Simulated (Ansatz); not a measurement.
In doubt: masses and optical values from hybrid runs of this build are listed as unsure, which bears on the screening that GW takes from such a start.

Rows from a G0W0 calculation on BiAs (buckled honeycomb monolayer) (Ansatz 0.2.0; G0W0 on HSE06, plane waves, PAW; PAW set soft_1; 6×6×1 mesh, 317 empty bands, screening to 54 eV, PAW set soft_1 files), in eV. Spin-orbit coupling is left out.

| row | k | band | start | Σx | Σc at the solution | Vxc |
| --- | --- | --- | --- | --- | --- | --- |
| A | Γ | c1 | -3.334 | -8.773 | -2.757 | -11.967 |
| B | (0.000, 0.333, 0.000) | c1 | -3.303 | -7.678 | -2.674 | -10.693 |
| C | (0.000, 0.333, 0.000) | v1 | -6.163 | -14.609 | 1.241 | -13.207 |
| D | Γ | v1 | -5.075 | -15.623 | 0.848 | -14.722 |
| E | (0.000, 0.333, 0.000) | c2 | -1.152 | -6.769 | -3.257 | -10.309 |
| F | Γ | c2 | -1.090 | -9.405 | -3.330 | -13.213 |

Q: Work out each quasiparticle level and how far it moved.

The quasiparticle equation reads E = start + Σx + Σc(E) − Vxc.

| row | E (eV) | shift (eV) |
| --- | --- | --- |
| A | -2.897 | +0.437 |
| B | -2.961 | +0.341 |
| C | -6.323 | −0.160 |
| D | -5.128 | −0.053 |
| E | -0.868 | +0.283 |
| F | -0.612 | +0.477 |

Limits: not at the basis limit; coarse mesh for a sheet; no spin-orbit coupling.

[Runs of the session that timed out or met a known fault of the program may be left out.]

[Cells called generated may have been cut or substituted from an entry of the Crystallography Open Database or the Materials Project.]

[Hosts, paths, dates, database ids (printed as entryN), source tags and the programs' standing remarks are cut or masked in the printed files.]
